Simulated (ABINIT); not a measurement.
# CdSiS3 (Pm-3m): zone-centre phonons, part 4 of 4

Aim: the zone-centre modes of CdSiS3 (Pm-3m).

ABINIT 10.8.3; DFT PBEsol, scalar-relativistic, plane waves, PseudoDojo norm-conserving pseudopotentials.

So far. Step 6 (Linear response at Γ): The acoustic modes at Γ come out as far as 4.1 cm⁻¹ from zero, where they should vanish, a small numerical error. The lowest optical mode is imaginary, 185i cm⁻¹, an instability at this level and on this k mesh. Step 7 (Modes with the sum rule): The rule also moves an optical mode by 0.7 cm⁻¹. The relaxed cell has a = 4.508 Å (conventional setting).

The structure was built from a prototype and need not be the compound's stable phase.

## (8) Sum rules set otherwise (asr 0)

Without the rule the raw error of the acoustic modes shows.

Contents of anaddb.abi:

```
ddb_filepath "gamma_DDB"
output_file "anaddb.abo"
outdata_prefix "anaddb"
asr 0
chneut 0
enunit 2
eivec 1
nph1l 1
qph1l 0.0 0.0 0.0 1.0
```

Contents of mrgddb.in:

```
gamma_DDB
merged
2
dfpt_gammao_DDB
gso_DDB
```

Launch:

```
mrgddb < mrgddb.in > mrgddb.log
OMP_NUM_THREADS=1 anaddb anaddb.abi > anaddb.log
```

anaddb.abo, the main output file:

```text
-outvars_anaddb: echo values of input variables ----------------------

 Miscellaneous information :
      enunit         2
       eivec         1
      chneut         0
 First list of wavevector (reduced coord.) :
       nph1l         1
       qph1l
                     0.00000000E+00  0.00000000E+00  0.00000000E+00    1.000E+00

================================================================================

 read the DDB information and perform some checks

  ==== Info on the Cryst% object ====
 Real(R)+Recip(G) space primitive vectors, cartesian coordinates (Bohr,Bohr^-1):
 R(1)=  8.5198028  0.0000000  0.0000000  G(1)=  0.1173736  0.0000000  0.0000000
 R(2)=  0.0000000  8.5198028  0.0000000  G(2)=  0.0000000  0.1173736  0.0000000
 R(3)=  0.0000000  0.0000000  8.5198028  G(3)=  0.0000000  0.0000000  0.1173736
 Unit cell volume ucvol=  6.1842727E+02 bohr^3
 Angles (23,13,12)=  9.00000000E+01  9.00000000E+01  9.00000000E+01 degrees
 Time-reversal symmetry is present
 Reduced atomic positions [iatom, xred, symbol]:
    1)    0.0000000  0.0000000  0.0000000  Cd
    2)    0.5000000  0.5000000  0.5000000  Si
    3)    0.5000000  0.5000000  0.0000000   S
    4)    0.5000000  0.0000000  0.5000000   S
    5)    0.0000000  0.5000000  0.5000000   S

 DDB file with 3 blocks has been read.

================================================================================

 Treat the first list of vectors

  Phonon wavevector (reduced coordinates) :  0.00000  0.00000  0.00000
 Phonon energies in Hartree :
  -8.445941E-04 -8.445941E-04 -8.445941E-04 -5.041186E-04 -5.041186E-04
  -5.041186E-04 -7.369325E-05 -7.369325E-05 -7.369325E-05  1.853823E-05
   1.853823E-05  1.853824E-05  1.760847E-03  1.760847E-03  1.760847E-03
 Phonon energies in meV     :
- -2.298258E+01 -2.298258E+01 -2.298258E+01 -1.371777E+01 -1.371777E+01
- -1.371777E+01 -2.005296E+00 -2.005296E+00 -2.005296E+00  5.044511E-01
-  5.044511E-01  5.044511E-01  4.791508E+01  4.791508E+01  4.791508E+01
 Phonon frequencies in cm-1    :
- -1.853670E+02 -1.853670E+02 -1.853670E+02 -1.106412E+02 -1.106412E+02
- -1.106412E+02 -1.617380E+01 -1.617380E+01 -1.617380E+01  4.068672E+00
-  4.068672E+00  4.068672E+00  3.864612E+02  3.864612E+02  3.864612E+02
 Phonon frequencies in Thz     :
- -5.557162E+00 -5.557162E+00 -5.557162E+00 -3.316941E+00 -3.316941E+00
- -3.316941E+00 -4.848783E-01 -4.848783E-01 -4.848783E-01  1.219757E-01
-  1.219757E-01  1.219757E-01  1.158581E+01  1.158581E+01  1.158581E+01
 Phonon energies in Kelvin  :
- -2.667017E+02 -2.667017E+02 -2.667017E+02 -1.591881E+02 -1.591881E+02
- -1.591881E+02 -2.327049E+01 -2.327049E+01 -2.327049E+01  5.853912E+00
-  5.853912E+00  5.853912E+00  5.560314E+02  5.560314E+02  5.560314E+02

 Eigendisplacements
 (will be given, for each mode : in cartesian coordinates
   for each atom the real part of the displacement vector,
   then the imaginary part of the displacement vector - absolute values smaller than 1.0d-7 are set to zero)
  Mode number    1   Energy   -8.445941E-04
 Attention : low frequency mode.
   (Could be unstable or acoustic mode)
-  1  0.00000000E+00  0.00000000E+00  0.00000000E+00
-     0.00000000E+00  0.00000000E+00  0.00000000E+00
-  2  0.00000000E+00  0.00000000E+00  0.00000000E+00
-     0.00000000E+00  0.00000000E+00  0.00000000E+00
-  3  0.00000000E+00  0.00000000E+00  0.00000000E+00
-     0.00000000E+00  0.00000000E+00  0.00000000E+00
-  4  0.00000000E+00  0.00000000E+00 -2.92470830E-03
-     0.00000000E+00  0.00000000E+00  0.00000000E+00
-  5  0.00000000E+00  0.00000000E+00  2.92470830E-03
-     0.00000000E+00  0.00000000E+00  0.00000000E+00
  Mode number    2   Energy   -8.445941E-04
 Attention : low frequency mode.
   (Could be unstable or acoustic mode)
-  1  0.00000000E+00  0.00000000E+00  0.00000000E+00
-     0.00000000E+00  0.00000000E+00  0.00000000E+00
-  2  0.00000000E+00  0.00000000E+00  0.00000000E+00
-     0.00000000E+00  0.00000000E+00  0.00000000E+00
-  3  0.00000000E+00 -2.92470830E-03  0.00000000E+00
-     0.00000000E+00  0.00000000E+00  0.00000000E+00
-  4  0.00000000E+00  0.00000000E+00  0.00000000E+00
-     0.00000000E+00  0.00000000E+00  0.00000000E+00
-  5  0.00000000E+00  2.92470830E-03  0.00000000E+00
-     0.00000000E+00  0.00000000E+00  0.00000000E+00
  Mode number    3   Energy   -8.445941E-04
 Attention : low frequency mode.
   (Could be unstable or acoustic mode)
-  1  0.00000000E+00  0.00000000E+00  0.00000000E+00
-     0.00000000E+00  0.00000000E+00  0.00000000E+00
-  2  0.00000000E+00  0.00000000E+00  0.00000000E+00
-     0.00000000E+00  0.00000000E+00  0.00000000E+00
-  3  2.92470830E-03  0.00000000E+00  0.00000000E+00
-     0.00000000E+00  0.00000000E+00  0.00000000E+00
-  4 -2.92470830E-03  0.00000000E+00  0.00000000E+00
-     0.00000000E+00  0.00000000E+00  0.00000000E+00
-  5  0.00000000E+00  0.00000000E+00  0.00000000E+00
-     0.00000000E+00  0.00000000E+00  0.00000000E+00
  Mode number    4   Energy   -5.041186E-04
 Attention : low frequency mode.
   (Could be unstable or acoustic mode)
-  1  0.00000000E+00  0.00000000E+00 -8.41591502E-04
-     0.00000000E+00  0.00000000E+00  0.00000000E+00
-  2  0.00000000E+00  0.00000000E+00 -1.97240942E-03
-     0.00000000E+00  0.00000000E+00  0.00000000E+00
-  3  0.00000000E+00  0.00000000E+00 -2.57640967E-05
-     0.00000000E+00  0.00000000E+00  0.00000000E+00
-  4  0.00000000E+00  0.00000000E+00  2.36820236E-03
-     0.00000000E+00  0.00000000E+00  0.00000000E+00
-  5  0.00000000E+00  0.00000000E+00  2.36820236E-03
-     0.00000000E+00  0.00000000E+00  0.00000000E+00
  Mode number    5   Energy   -5.041186E-04
 Attention : low frequency mode.
   (Could be unstable or acoustic mode)
-  1  0.00000000E+00  8.41591502E-04  0.00000000E+00
-     0.00000000E+00  0.00000000E+00  0.00000000E+00
-  2  0.00000000E+00  1.97240942E-03  0.00000000E+00
-     0.00000000E+00  0.00000000E+00  0.00000000E+00
-  3  0.00000000E+00 -2.36820236E-03  0.00000000E+00
-     0.00000000E+00  0.00000000E+00  0.00000000E+00
-  4  0.00000000E+00  2.57640967E-05  0.00000000E+00
-     0.00000000E+00  0.00000000E+00  0.00000000E+00
-  5  0.00000000E+00 -2.36820236E-03  0.00000000E+00
-     0.00000000E+00  0.00000000E+00  0.00000000E+00
  Mode number    6   Energy   -5.041186E-04
 Attention : low frequency mode.
   (Could be unstable or acoustic mode)
-  1  8.41591502E-04  0.00000000E+00  0.00000000E+00
-     0.00000000E+00  0.00000000E+00  0.00000000E+00
-  2  1.97240942E-03  0.00000000E+00  0.00000000E+00
-     0.00000000E+00  0.00000000E+00  0.00000000E+00
-  3 -2.36820236E-03  0.00000000E+00  0.00000000E+00
-     0.00000000E+00  0.00000000E+00  0.00000000E+00
-  4 -2.36820236E-03  0.00000000E+00  0.00000000E+00
-     0.00000000E+00  0.00000000E+00  0.00000000E+00
-  5  2.57640967E-05  0.00000000E+00  0.00000000E+00
-     0.00000000E+00  0.00000000E+00  0.00000000E+00
  Mode number    7   Energy   -7.369325E-05
 Attention : low frequency mode.
   (Could be unstable or acoustic mode)
-  1  0.00000000E+00  0.00000000E+00 -1.24549153E-03
-     0.00000000E+00  0.00000000E+00  0.00000000E+00
-  2  0.00000000E+00  1.01245000E-07  3.02422311E-03
-     0.00000000E+00  0.00000000E+00  0.00000000E+00
-  3  0.00000000E+00  0.00000000E+00  1.85245320E-03
-     0.00000000E+00  0.00000000E+00  0.00000000E+00
-  4  0.00000000E+00  0.00000000E+00  3.37323905E-04
-     0.00000000E+00  0.00000000E+00  0.00000000E+00
-  5  0.00000000E+00  0.00000000E+00  3.37323905E-04
-     0.00000000E+00  0.00000000E+00  0.00000000E+00
  Mode number    8   Energy   -7.369325E-05
 Attention : low frequency mode.
   (Could be unstable or acoustic mode)
-  1  0.00000000E+00 -1.24549153E-03  0.00000000E+00
-     0.00000000E+00  0.00000000E+00  0.00000000E+00
-  2  0.00000000E+00  3.02422311E-03 -1.01245055E-07
-     0.00000000E+00  0.00000000E+00  0.00000000E+00
-  3  0.00000000E+00  3.37323905E-04  0.00000000E+00
-     0.00000000E+00  0.00000000E+00  0.00000000E+00
-  4  0.00000000E+00  1.85245320E-03  0.00000000E+00
-     0.00000000E+00  0.00000000E+00  0.00000000E+00
-  5  0.00000000E+00  3.37323905E-04  0.00000000E+00
-     0.00000000E+00  0.00000000E+00  0.00000000E+00
  Mode number    9   Energy   -7.369325E-05
 Attention : low frequency mode.
   (Could be unstable or acoustic mode)
-  1  1.24549153E-03  0.00000000E+00  0.00000000E+00
-     0.00000000E+00  0.00000000E+00  0.00000000E+00
-  2 -3.02422312E-03  0.00000000E+00  0.00000000E+00
-     0.00000000E+00  0.00000000E+00  0.00000000E+00
-  3 -3.37323905E-04  0.00000000E+00  0.00000000E+00
-     0.00000000E+00  0.00000000E+00  0.00000000E+00
-  4 -3.37323905E-04  0.00000000E+00  0.00000000E+00
-     0.00000000E+00  0.00000000E+00  0.00000000E+00
-  5 -1.85245320E-03  0.00000000E+00  0.00000000E+00
-     0.00000000E+00  0.00000000E+00  0.00000000E+00
  Mode number   10   Energy    1.853823E-05
-  1  0.00000000E+00  0.00000000E+00 -1.61880058E-03
-     0.00000000E+00  0.00000000E+00  0.00000000E+00
-  2  0.00000000E+00  0.00000000E+00 -1.31388434E-03
-     0.00000000E+00  0.00000000E+00  0.00000000E+00
-  3  0.00000000E+00  0.00000000E+00 -1.39225883E-03
-     0.00000000E+00  0.00000000E+00  0.00000000E+00
-  4  0.00000000E+00  0.00000000E+00 -1.49514873E-03
-     0.00000000E+00  0.00000000E+00  0.00000000E+00
-  5  0.00000000E+00  0.00000000E+00 -1.49514873E-03
-     0.00000000E+00  0.00000000E+00  0.00000000E+00
  Mode number   11   Energy    1.853823E-05
-  1  0.00000000E+00 -1.61880058E-03  0.00000000E+00
-     0.00000000E+00  0.00000000E+00  0.00000000E+00
-  2  0.00000000E+00 -1.31388434E-03  0.00000000E+00
-     0.00000000E+00  0.00000000E+00  0.00000000E+00
-  3  0.00000000E+00 -1.49514873E-03  0.00000000E+00
-     0.00000000E+00  0.00000000E+00  0.00000000E+00
-  4  0.00000000E+00 -1.39225883E-03  0.00000000E+00
-     0.00000000E+00  0.00000000E+00  0.00000000E+00
-  5  0.00000000E+00 -1.49514873E-03  0.00000000E+00
-     0.00000000E+00  0.00000000E+00  0.00000000E+00
  Mode number   12   Energy    1.853824E-05
-  1  1.61880058E-03  0.00000000E+00  0.00000000E+00
-     0.00000000E+00  0.00000000E+00  0.00000000E+00
-  2  1.31388434E-03  0.00000000E+00  0.00000000E+00
-     0.00000000E+00  0.00000000E+00  0.00000000E+00
-  3  1.49514873E-03  0.00000000E+00  0.00000000E+00
-     0.00000000E+00  0.00000000E+00  0.00000000E+00
-  4  1.49514873E-03  0.00000000E+00  0.00000000E+00
-     0.00000000E+00  0.00000000E+00  0.00000000E+00
-  5  1.39225883E-03  0.00000000E+00  0.00000000E+00
-     0.00000000E+00  0.00000000E+00  0.00000000E+00
  Mode number   13   Energy    1.760847E-03
-  1  0.00000000E+00  0.00000000E+00  9.26529366E-06
-     0.00000000E+00  0.00000000E+00  0.00000000E+00
-  2  0.00000000E+00  0.00000000E+00 -2.18400533E-03
-     0.00000000E+00  0.00000000E+00  0.00000000E+00
-  3  0.00000000E+00  0.00000000E+00  3.42596059E-03
-     0.00000000E+00  0.00000000E+00  0.00000000E+00
-  4  0.00000000E+00  0.00000000E+00 -7.72191069E-04
-     0.00000000E+00  0.00000000E+00  0.00000000E+00
-  5  0.00000000E+00  0.00000000E+00 -7.72191069E-04
-     0.00000000E+00  0.00000000E+00  0.00000000E+00
  Mode number   14   Energy    1.760847E-03
-  1  0.00000000E+00  9.26529366E-06  0.00000000E+00
-     0.00000000E+00  0.00000000E+00  0.00000000E+00
-  2  0.00000000E+00 -2.18400533E-03  0.00000000E+00
-     0.00000000E+00  0.00000000E+00  0.00000000E+00
-  3  0.00000000E+00 -7.72191069E-04  0.00000000E+00
-     0.00000000E+00  0.00000000E+00  0.00000000E+00
-  4  0.00000000E+00  3.42596059E-03  0.00000000E+00
-     0.00000000E+00  0.00000000E+00  0.00000000E+00
-  5  1.18871668E-07 -7.72191069E-04  0.00000000E+00
-     0.00000000E+00  0.00000000E+00  0.00000000E+00
  Mode number   15   Energy    1.760847E-03
-  1  9.26529366E-06  0.00000000E+00  0.00000000E+00
-     0.00000000E+00  0.00000000E+00  0.00000000E+00
-  2 -2.18400533E-03  0.00000000E+00  0.00000000E+00
-     0.00000000E+00  0.00000000E+00  0.00000000E+00
-  3 -7.72191069E-04  0.00000000E+00  0.00000000E+00
-     0.00000000E+00  0.00000000E+00  0.00000000E+00
-  4 -7.72191069E-04 -1.18871668E-07  0.00000000E+00
-     0.00000000E+00  0.00000000E+00  0.00000000E+00
-  5  3.42596059E-03  0.00000000E+00  0.00000000E+00
-     0.00000000E+00  0.00000000E+00  0.00000000E+00

 Analysis of degeneracies and characters (maximum tolerance=1.00E-06 a.u.)
 For each vibration mode, or group of modes if degenerate,
 the characters are given for each symmetry operation (see the list in the log file).
 Symmetry characters of vibration mode #   1
       degenerate with vibration modes #   2 to    3
  3.0 -3.0 -1.0  1.0 -1.0  1.0 -1.0  1.0 -1.0  1.0  1.0 -1.0 -1.0  1.0  1.0 -1.0
 -0.0  0.0  0.0 -0.0 -0.0  0.0  0.0 -0.0 -1.0  1.0  1.0 -1.0  1.0 -1.0 -1.0  1.0
 -0.0  0.0 -0.0  0.0  0.0 -0.0  0.0 -0.0 -1.0  1.0 -1.0  1.0  1.0 -1.0  1.0 -1.0
 Symmetry characters of vibration mode #   4
       degenerate with vibration modes #   5 to    6
  3.0 -3.0 -1.0  1.0 -1.0  1.0 -1.0  1.0  1.0 -1.0 -1.0  1.0  1.0 -1.0 -1.0  1.0
  0.0 -0.0  0.0 -0.0 -0.0  0.0 -0.0  0.0  1.0 -1.0 -1.0  1.0 -1.0  1.0  1.0 -1.0
  0.0 -0.0 -0.0  0.0 -0.0  0.0  0.0 -0.0  1.0 -1.0  1.0 -1.0 -1.0  1.0 -1.0  1.0
 Symmetry characters of vibration mode #   7
       degenerate with vibration modes #   8 to    9
  3.0 -3.0 -1.0  1.0 -1.0  1.0 -1.0  1.0  1.0 -1.0 -1.0  1.0  1.0 -1.0 -1.0  1.0
 -0.0  0.0  0.0 -0.0 -0.0  0.0 -0.0  0.0  1.0 -1.0 -1.0  1.0 -1.0  1.0  1.0 -1.0
 -0.0  0.0 -0.0  0.0 -0.0  0.0  0.0 -0.0  1.0 -1.0  1.0 -1.0 -1.0  1.0 -1.0  1.0
 Symmetry characters of vibration mode #  10
       degenerate with vibration modes #  11 to   12
  3.0 -3.0 -1.0  1.0 -1.0  1.0 -1.0  1.0  1.0 -1.0 -1.0  1.0  1.0 -1.0 -1.0  1.0
  0.0 -0.0  0.0 -0.0 -0.0  0.0 -0.0  0.0  1.0 -1.0 -1.0  1.0 -1.0  1.0  1.0 -1.0
  0.0 -0.0 -0.0  0.0 -0.0  0.0  0.0 -0.0  1.0 -1.0  1.0 -1.0 -1.0  1.0 -1.0  1.0
 Symmetry characters of vibration mode #  13
       degenerate with vibration modes #  14 to   15
  3.0 -3.0 -1.0  1.0 -1.0  1.0 -1.0  1.0  1.0 -1.0 -1.0  1.0  1.0 -1.0 -1.0  1.0
 -0.0  0.0  0.0 -0.0 -0.0  0.0  0.0 -0.0  1.0 -1.0 -1.0  1.0 -1.0  1.0  1.0 -1.0
 -0.0  0.0 -0.0  0.0  0.0 -0.0  0.0 -0.0  1.0 -1.0  1.0 -1.0 -1.0  1.0 -1.0  1.0
-
```

Wall time 0.51 s (1 thread of Arm Neoverse V1, shared host).

This step gave:

```yaml
highest_optical_zone_centre_mode_no_lo_to_term: 386.5 cm⁻¹
lowest_optical_zone_centre_mode: -185.4 cm⁻¹
```

Zone-centre frequencies as printed; negative means imaginary. Modes:

```csv
mode,frequency (cm⁻¹)
1,-185.4
2,-185.4
3,-185.4
4,-110.6
5,-110.6
6,-110.6
7,-16.17
8,-16.17
9,-16.17
10,4.07
11,4.07
12,4.07
13,386.5
14,386.5
15,386.5
```

## (9) Outcome

```yaml
space_group_after_relaxation: Pm-3m
volume_per_atom: 18.3 Å³
highest_optical_zone_centre_mode_no_lo_to_term: 386.4 cm⁻¹
lowest_optical_zone_centre_mode: -185.2 cm⁻¹
imaginary_optical_modes_at_the_zone_centre_no_q_mesh_in_this_session: yes
```

What this shows: At the PBEsol level the optical modes of CdSiS3 (Pm-3m) at the zone centre run from 185i to 386 cm⁻¹, so the structure is a saddle point, with 9 modes beyond 10i cm⁻¹ there. These are harmonic frequencies at zero temperature: anharmonic shifts and linewidths and thermal expansion are left out. In a metal the frequencies hang on the k mesh and the smearing, most of all near Kohn anomalies. The structure is a hypothetical one, built on a prototype.

[Host names and launcher messages were left out of these logs when they were recorded.]

[Logs are printed without paths, hosts, clocks, repeated set-up lines and the standing remarks that a program may print on its own settings, such as how far it seeks lower states.]

[Hosts, paths, dates, database ids (printed as entryN), source tags and the programs' standing remarks are cut or masked in the printed files.]
